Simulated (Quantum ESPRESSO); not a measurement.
# Magnetic state of CuF2 from several starts

A self-consistent run ends on one state, which hangs on the start. Several orders of CuF2 are started in Quantum ESPRESSO and their energies compared.

Main program and level: Quantum ESPRESSO 7.5; PBEsol; plane waves with GBRV 1.5 PBEsol potentials, no spin-orbit coupling.

### 1. Starting point

It takes space group P2_1/c (No. 14, monoclinic). Conventional cell: a = 3.320 Å, b = 4.540 Å, c = 5.343 Å, α = 90.00°, β = 121.44°, γ = 90.00°. Nearest to Cu lie 6 F at 1.91 to 2.31 Å. Nearest to F lie 3 Cu at 1.91 to 2.31 Å. Farther neighbours and most contacts between anions are not listed.

The cell comes from the Crystallography Open Database.

### 2. Start 1: ferro ++

The signs are those of the starting moments on the seeded atoms, the atoms that are given a moment.

File pw.in:

```
&CONTROL
  calculation = 'scf'
  prefix = 'pwscf'
  outdir = './tmp'
  pseudo_dir = './pseudo'
  disk_io = 'nowf'
/
&SYSTEM
  ibrav = 0
  nat = 6
  ntyp = 2
  ecutwfc = 40
  ecutrho = 280
  nbnd = 45
  occupations = 'smearing'
  smearing = 'fd'
  degauss = 0.00367493
  nspin = 2
  starting_magnetization(1) = 0.0526
  starting_magnetization(2) = 0
/
&ELECTRONS
  conv_thr = 1.2d-08
  electron_maxstep = 150
  mixing_beta = 0.3
/
ATOMIC_SPECIES
Cu     63.5460 cu_pbesol_v1.2.uspp.F.UPF
F      18.9984 f_pbesol_v1.4.uspp.F.UPF
CELL_PARAMETERS angstrom
   3.3200000000    0.0000000000    0.0000000000
   0.0000000000    4.5400000000    0.0000000000
  -2.7868682953    0.0000000000    4.5589330534
ATOMIC_POSITIONS crystal
Cu      0.0000000000    0.0000000000    0.0000000000
Cu      0.0000000000    0.5000000000    0.5000000000
F       0.2560000000    0.3000000000    0.3000000000
F       0.7440000000    0.8000000000    0.2000000000
F       0.7440000000    0.7000000000    0.7000000000
F       0.2560000000    0.2000000000    0.8000000000
K_POINTS automatic
8 4 4 0 0 0
```

Run with:

```console
$ OMP_NUM_THREADS=1 mpirun -n 4 pw.x -nk 4 -in pw.in > pw.out
```

Output:

```text
Program PWSCF v.7.5 starts

     Message from routine setup:
     using ibrav=0 with symmetry is DISCOURAGED, use correct ibrav instead

     K-points division:     npool     =       4
     Subspace diagonalization in iterative solution of the eigenvalue problem:

     G-vector sticks info
     --------------------
     sticks:   dense  smooth     PW     G-vecs:    dense   smooth      PW
     Sum        1201     691    225                36723    15901    2969

     Using Slab Decomposition

     bravais-lattice index     =            0
     lattice parameter (alat)  =       6.2739  a.u.
     unit-cell volume          =     463.7178 (a.u.)^3
     number of atoms/cell      =            6
     number of atomic types    =            2
     number of electrons       =        66.00
     number of Kohn-Sham states=           45
     kinetic-energy cutoff     =      40.0000  Ry
     charge density cutoff     =     280.0000  Ry
     scf convergence threshold =      1.2E-08
     mixing beta               =       0.3000
     number of iterations used =            8  plain     mixing
     Exchange-correlation= SLA  PW   PSX  PSC
                           (   1   4  10   8   0   0   0)

     celldm(1)=   6.273891  celldm(2)=   0.000000  celldm(3)=   0.000000
     celldm(4)=   0.000000  celldm(5)=   0.000000  celldm(6)=   0.000000

     crystal axes: (cart. coord. in units of alat)
               a(1) = (   1.000000   0.000000   0.000000 )
               a(2) = (   0.000000   1.367470   0.000000 )
               a(3) = (  -0.839418   0.000000   1.373173 )

     reciprocal axes: (cart. coord. in units 2 pi/alat)
               b(1) = (  1.000000 -0.000000  0.611298 )
               b(2) = (  0.000000  0.731278 -0.000000 )
               b(3) = (  0.000000  0.000000  0.728241 )

     PseudoPot. # 1 for Cu read from file:
     cu_pbesol_v1.2.uspp.F.UPF
     Pseudo is Ultrasoft + core correction, Zval = 19.0
     Generated by new atomic code, or converted to UPF format
     Using radial grid of  867 points,  6 beta functions with:
                l(1) =   0
                l(2) =   0
                l(3) =   1
                l(4) =   1
                l(5) =   2
                l(6) =   2
     Q(r) pseudized with  8 coefficients,  rinner =    1.150   1.150   1.150
                                                       1.150   1.150

     PseudoPot. # 2 for F  read from file:
     f_pbesol_v1.4.uspp.F.UPF
     Pseudo is Ultrasoft, Zval =  7.0
     Generated by new atomic code, or converted to UPF format
     Using radial grid of  799 points,  4 beta functions with:
                l(1) =   0
                l(2) =   0
                l(3) =   1
                l(4) =   1
     Q(r) pseudized with  8 coefficients,  rinner =    0.950   0.950   0.950

     atomic species   valence    mass     pseudopotential
     Cu               19.00    63.54600     Cu( 1.00)
     F                 7.00    18.99840     F ( 1.00)

     Starting magnetic structure
     atomic species   magnetization
     Cu              0.053
     F               0.000

      4 Sym. Ops., with inversion, found ( 2 have fractional translation)

   Cartesian axes

     site n.     atom                  positions (alat units)
         1        Cu     tau(   1) = (   0.0000000   0.0000000   0.0000000  )
         2        Cu     tau(   2) = (  -0.4197091   0.6837349   0.6865863  )
         3        F      tau(   3) = (   0.0041746   0.4102410   0.4119518  )
         4        F      tau(   4) = (   0.5761164   1.0939759   0.2746345  )
         5        F      tau(   5) = (   0.1564073   0.9572289   0.9612208  )
         6        F      tau(   6) = (  -0.4155345   0.2734940   1.0985381  )

     number of k points=    54  Fermi-Dirac smearing, width (Ry)=  0.0037
                       cart. coord. in units 2pi/alat
        k(    1) = (   0.0000000   0.0000000   0.0000000), wk =   0.0078125
        k(    2) = (   0.0000000   0.0000000   0.1820601), wk =   0.0156250
        k(    3) = (   0.0000000   0.0000000  -0.3641203), wk =   0.0078125
        k(    4) = (   0.0000000   0.1828194   0.0000000), wk =   0.0156250
        k(    5) = (   0.0000000   0.1828194   0.1820601), wk =   0.0312500
        [... 49 further k-points ...]

     Dense  grid:    36723 G-vectors     FFT dimensions: (  36,  48,  54)

     Smooth grid:    15901 G-vectors     FFT dimensions: (  25,  36,  48)

     Generating pointlists ...
     new r_m :   0.2369 (alat units)  1.4865 (a.u.) for type    1
     new r_m :   0.2369 (alat units)  1.4865 (a.u.) for type    2

     Initial potential from superposition of free atoms

     starting charge      64.0000, renormalised to      66.0000
     Starting wfcs are   42 randomized atomic wfcs +    3 random wfcs

     Self-consistent Calculation

     iteration #  1     ecut=    40.00 Ry     beta= 0.30
     Davidson diagonalization with overlap
     ethr =  1.00E-02,  avg # of iterations =  5.5

     total energy              =   -1000.90580521 Ry
     estimated scf accuracy    <       0.81671475 Ry

     total magnetization       =     1.62 Bohr mag/cell
     absolute magnetization    =     1.67 Bohr mag/cell

     iteration #  2     ecut=    40.00 Ry     beta= 0.30
     Davidson diagonalization with overlap
     ethr =  1.24E-03,  avg # of iterations =  2.0

     total energy              =   -1001.07049219 Ry
     estimated scf accuracy    <       0.11133117 Ry

     total magnetization       =     1.29 Bohr mag/cell
     absolute magnetization    =     1.32 Bohr mag/cell

     iteration #  3     ecut=    40.00 Ry     beta= 0.30
     Davidson diagonalization with overlap
     ethr =  1.69E-04,  avg # of iterations =  1.2

     total energy              =   -1001.08227217 Ry
     estimated scf accuracy    <       0.02252308 Ry

     total magnetization       =     1.48 Bohr mag/cell
     absolute magnetization    =     1.52 Bohr mag/cell

     [... further iterations left out ...]

     iteration # 11     ecut=    40.00 Ry     beta= 0.30
     Davidson diagonalization with overlap
     ethr =  6.11E-09,  avg # of iterations =  2.9

     total energy              =   -1001.08455514 Ry
     estimated scf accuracy    <       0.00000179 Ry

     total magnetization       =     1.82 Bohr mag/cell
     absolute magnetization    =     1.90 Bohr mag/cell

     iteration # 12     ecut=    40.00 Ry     beta= 0.30
     Davidson diagonalization with overlap
     ethr =  2.71E-09,  avg # of iterations =  1.6

     total energy              =   -1001.08455653 Ry
     estimated scf accuracy    <       0.00000006 Ry

     total magnetization       =     1.82 Bohr mag/cell
     absolute magnetization    =     1.91 Bohr mag/cell

     iteration # 13     ecut=    40.00 Ry     beta= 0.30
     Davidson diagonalization with overlap
     ethr =  9.79E-11,  avg # of iterations =  1.9

     total energy              =   -1001.08455660 Ry
     estimated scf accuracy    <       0.00000001 Ry

     total magnetization       =     1.82 Bohr mag/cell
     absolute magnetization    =     1.91 Bohr mag/cell

     iteration # 14     ecut=    40.00 Ry     beta= 0.30
     Davidson diagonalization with overlap
     ethr =  2.07E-11,  avg # of iterations =  2.1

     Magnetic moment per site  (integrated on atomic sphere of radius R)
     atom   1 (R=0.237)  charge= 16.2756  magn=  0.6685
     atom   2 (R=0.237)  charge= 16.2756  magn=  0.6685
     atom   3 (R=0.237)  charge=  6.3008  magn=  0.1201
     atom   4 (R=0.237)  charge=  6.3008  magn=  0.1201
     atom   5 (R=0.237)  charge=  6.3008  magn=  0.1201
     atom   6 (R=0.237)  charge=  6.3008  magn=  0.1201

     End of self-consistent calculation

     Number of k-points >= 100: set verbosity='high' to print the bands.

     the Fermi energy is     5.9919 ev

!    total energy              =   -1001.08455665 Ry
     estimated scf accuracy    <          1.1E-09 Ry
     smearing contrib. (-TS)   =      -0.00110846 Ry
     internal energy E=F+TS    =   -1001.08344819 Ry

     The total energy is F=E-TS. E is the sum of the following terms:
     one-electron contribution =    -791.44203393 Ry
     hartree contribution      =     425.37715351 Ry
     xc contribution           =    -113.41018764 Ry
     ewald contribution        =    -521.60838012 Ry

     total magnetization       =     1.82 Bohr mag/cell
     absolute magnetization    =     1.91 Bohr mag/cell

     convergence has been achieved in  14 iterations

=------------------------------------------------------------------------------=
   JOB DONE.
=------------------------------------------------------------------------------=
```

Elapsed: 40 s, on 4 MPI ranks of Intel Xeon Platinum 8375C at 2.90GHz (Ice Lake), shared host; peak memory 0.56 GiB.

Spin moment in the atom's sphere by atom:

```
atom  spin moment in the atom's sphere (μB)
 Cu1                                  0.668
 Cu2                                  0.668
  F3                                  0.120
  F4                                  0.120
  F5                                  0.120
  F6                                  0.120
```

This step gave:

```yaml
smearing_term_ts: 0.01508 eV
magnetization: 1.821 μB
absolute_magnetization: 1.908 μB
final_state: ferromagnetic
```

(Continued in part 2 of 2.)

[Logs and program files are shortened in this print: banners, set-up blocks, solver, clock and traceback lines can be left out without a mark of their own.]

[Logs are printed without paths, hosts, clocks, repeated set-up lines and the standing remarks that a program may print on its own settings, such as how far it seeks lower states.]

[Hosts, paths, dates, database ids (printed as entryN), source tags and the programs' standing remarks are cut or masked in the printed files.]

[Where a cell is said to come from a database of computed structures, the database is the Materials Project.]
